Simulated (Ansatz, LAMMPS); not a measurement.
# Amorphous polyacrylonitrile (as short chains C14N4H18), relaxed from a frame at 540 K (108 atoms): atom by atom

The starting structure: 3 polyacrylonitrile chains of 4 units with methyl end groups placed at random, at 0.938 g/cm³; overlaps pushed apart, then 20 ps at 800 K with MMFF94 bonds, angles, torsions, charges and radii (Halgren, J. Comput. Chem. 17, 490 (1996)) in harmonic and 12-6 forms. Snapshot after 30 ps at 540 K and fixed volume.

Calculated values (Ansatz 0.2.0, Kohn-Sham DFT, PBE+D4, PAW (set soft_2), plane waves; cutoff 420 eV, Γ point, fermi-dirac smearing of 0.05 eV; density 0.938 g/cm³) for step 2 of a relaxation.

Extended XYZ; positions in Å, forces in eV/Å:

```xyz
108
Lattice="10.877 0.000 0.000 0.000 10.877 0.000 0.000 0.000 10.877" Properties=species:S:1:pos:R:3:forces:R:3 pbc="T T T"
C 7.907 3.394 2.368 -0.261 -0.349 -0.291
C 8.387 1.982 1.971 0.057 0.532 -0.121
C 8.638 1.840 0.443 -0.110 -0.402 0.488
C 9.302 0.547 0.161 0.049 0.468 -0.043
N 9.862 10.435 10.794 -0.175 -0.010 0.105
C 7.375 2.016 10.463 0.536 -0.615 0.039
C 7.691 1.865 8.982 0.041 0.620 0.065
C 8.864 2.585 8.493 0.186 -0.240 -0.588
N 9.714 3.014 7.821 -0.013 0.173 0.472
C 6.567 2.210 8.018 -0.600 -0.117 -0.027
C 5.229 1.611 8.450 -0.620 -0.188 0.156
C 4.204 2.061 7.501 0.166 -0.340 -0.106
N 3.459 2.330 6.651 -0.043 -0.060 0.014
C 5.313 0.066 8.448 0.403 0.459 -0.121
C 4.023 10.154 8.683 -0.246 1.024 0.308
C 3.168 10.782 9.726 -0.260 -0.106 -0.669
N 2.396 0.330 10.484 0.267 0.127 0.035
C 4.345 8.762 9.141 0.095 -1.223 -0.045
H 7.814 3.469 3.451 0.237 -0.001 0.312
H 8.613 4.161 2.013 -0.196 -0.003 0.052
H 6.893 3.616 1.993 0.276 0.022 -0.210
H 9.347 1.798 2.470 -0.038 -0.112 0.089
H 7.678 1.218 2.307 -0.076 -0.129 0.010
H 9.328 2.648 0.172 0.287 0.018 -0.160
H 6.632 1.264 10.763 -0.001 0.081 -0.022
H 6.976 2.989 10.641 -0.466 0.968 0.308
H 7.912 0.842 8.797 0.562 -1.361 -0.154
H 6.429 3.279 7.971 0.106 0.635 -0.244
H 6.797 1.793 7.029 0.176 0.316 -0.071
H 4.959 2.006 9.451 -0.054 -0.159 -0.250
H 6.066 10.659 9.192 -0.090 -0.060 0.220
H 5.781 10.658 7.491 -0.314 -0.179 0.061
H 3.441 10.148 7.745 -0.106 -0.064 0.168
H 3.428 8.138 9.140 0.447 0.214 0.237
H 4.819 8.800 10.136 -0.232 -0.160 -0.107
H 5.066 8.275 8.462 -0.137 0.136 0.016
C 2.470 6.863 0.819 0.333 -0.090 -0.350
C 2.722 6.417 2.242 -0.369 -0.201 0.218
C 1.647 5.431 2.795 0.726 0.391 1.069
C 0.444 6.199 3.066 -0.305 -0.054 0.046
N 10.384 6.832 3.328 0.093 0.080 -0.147
C 1.319 4.209 1.953 -0.733 -0.626 -0.373
C 2.431 3.146 1.749 0.840 0.370 0.634
C 3.437 3.580 0.776 0.079 -0.108 -0.023
N 4.255 3.879 0.004 -0.081 -0.066 0.116
C 3.177 2.657 3.072 -0.492 0.231 -0.016
C 3.167 1.112 3.286 -0.089 0.440 -0.107
C 4.062 0.398 2.378 -0.002 -0.360 0.211
N 4.758 10.554 1.787 0.034 0.386 -0.243
C 1.768 0.467 3.280 -0.155 -0.034 0.318
C 0.990 0.621 4.611 -0.401 0.096 0.493
C 0.447 1.998 4.679 0.535 -0.257 0.420
N 0.141 3.120 4.722 -0.218 -0.184 -0.033
C 10.733 10.448 4.670 0.924 -0.869 0.061
H 1.436 7.116 0.598 -0.362 0.266 0.179
H 2.770 6.120 0.086 0.009 -0.549 -0.073
H 3.099 7.707 0.557 0.064 0.544 0.147
H 2.722 7.291 2.912 0.115 -0.136 0.003
H 3.694 5.928 2.345 0.168 0.044 -0.036
H 1.983 5.125 3.834 -0.116 0.029 -0.843
H 0.921 4.523 0.968 0.323 -0.018 0.141
H 0.458 3.694 2.425 0.370 0.106 0.004
H 1.975 2.273 1.288 -0.301 -0.320 -0.264
H 2.697 3.117 3.967 0.301 -0.245 -0.514
H 4.226 2.995 3.058 -0.215 0.036 0.069
H 3.582 0.957 4.292 0.157 -0.002 0.073
H 1.802 10.283 3.017 0.275 -0.164 0.184
H 1.150 0.895 2.495 -0.144 0.167 -0.375
H 1.626 0.455 5.527 -0.233 0.308 -0.773
H 10.109 10.512 3.784 -0.289 -0.006 -0.277
H 0.362 9.439 4.674 -0.548 0.760 0.007
H 10.118 10.524 5.569 -0.016 0.147 0.090
C 7.034 7.555 2.171 -0.272 -0.095 0.044
C 6.388 8.370 3.297 -0.204 0.744 0.230
C 6.461 7.723 4.729 0.627 0.296 -0.852
C 5.478 6.677 4.850 -0.550 -0.392 0.398
N 4.681 5.837 4.973 0.127 0.035 -0.104
C 7.884 7.197 5.047 -0.379 0.147 -0.432
C 8.214 7.185 6.524 0.555 0.167 -0.176
C 8.180 8.554 7.042 -0.260 -0.243 0.646
N 8.189 9.612 7.527 0.014 -0.018 -0.302
C 9.612 6.565 6.777 -0.757 0.262 0.217
C 10.087 6.665 8.208 0.313 -0.684 1.177
C 9.064 6.171 9.165 0.367 0.475 -0.068
N 8.323 5.807 9.984 -0.061 -0.134 -0.139
C 0.474 5.786 8.475 -0.248 -0.114 -0.371
C 1.608 5.802 7.419 -0.220 -0.169 0.135
C 1.923 7.137 6.937 -0.260 0.213 -0.607
N 2.096 8.168 6.427 0.145 0.100 0.235
C 2.826 5.180 8.075 1.040 -1.111 0.331
H 7.906 8.035 1.722 0.086 0.076 0.031
H 6.295 7.390 1.386 -0.007 -0.042 -0.282
H 7.347 6.566 2.508 0.103 -0.170 0.021
H 6.835 9.400 3.359 -0.153 -0.757 0.084
H 5.324 8.565 3.043 0.427 -0.129 0.278
H 6.236 8.520 5.446 -0.264 0.056 0.170
H 8.572 7.826 4.499 0.411 0.215 -0.127
H 8.047 6.186 4.674 -0.105 -0.150 -0.202
H 7.465 6.536 6.983 -0.252 0.194 0.661
H 9.532 5.506 6.551 0.117 -0.357 -0.434
H 10.332 7.056 6.136 0.307 0.022 -0.407
H 10.350 7.680 8.541 -0.277 0.219 -0.301
H 0.904 6.104 9.425 0.017 -0.007 0.215
H 0.162 4.733 8.554 0.097 0.163 0.030
H 1.323 5.198 6.530 -0.034 0.202 0.231
H 3.685 5.039 7.369 -0.685 0.150 0.406
H 3.172 5.788 8.926 -0.021 -0.024 -0.210
H 2.569 4.170 8.507 0.125 0.830 -0.492
```

The network of contacts between molecules at the start is that of the classical potential that made the cell. The density was typed from a rule of thumb and may lie off the real one at this temperature. Only the Γ point is sampled, in a cell whose shortest periodic width is 11 Å.

The r.m.s. force component is 0.356 eV/Å; the longest force, 1.56 eV/Å, acts on C90. The energy lies 50.2 meV/atom below that of the first step of this run.

[Logs are printed without paths, hosts, clocks, repeated set-up lines and the standing remarks that a program may print on its own settings, such as how far it seeks lower states.]

[Hosts, paths, dates, database ids (printed as entryN), source tags and the programs' standing remarks are cut or masked in the printed files.]

[The MMFF94 radii named for the starting cell were scaled by 0.96; in molecules described by MMFF94, hydrogen bound to N, O or S took a small fixed 12-6 site in their place.]
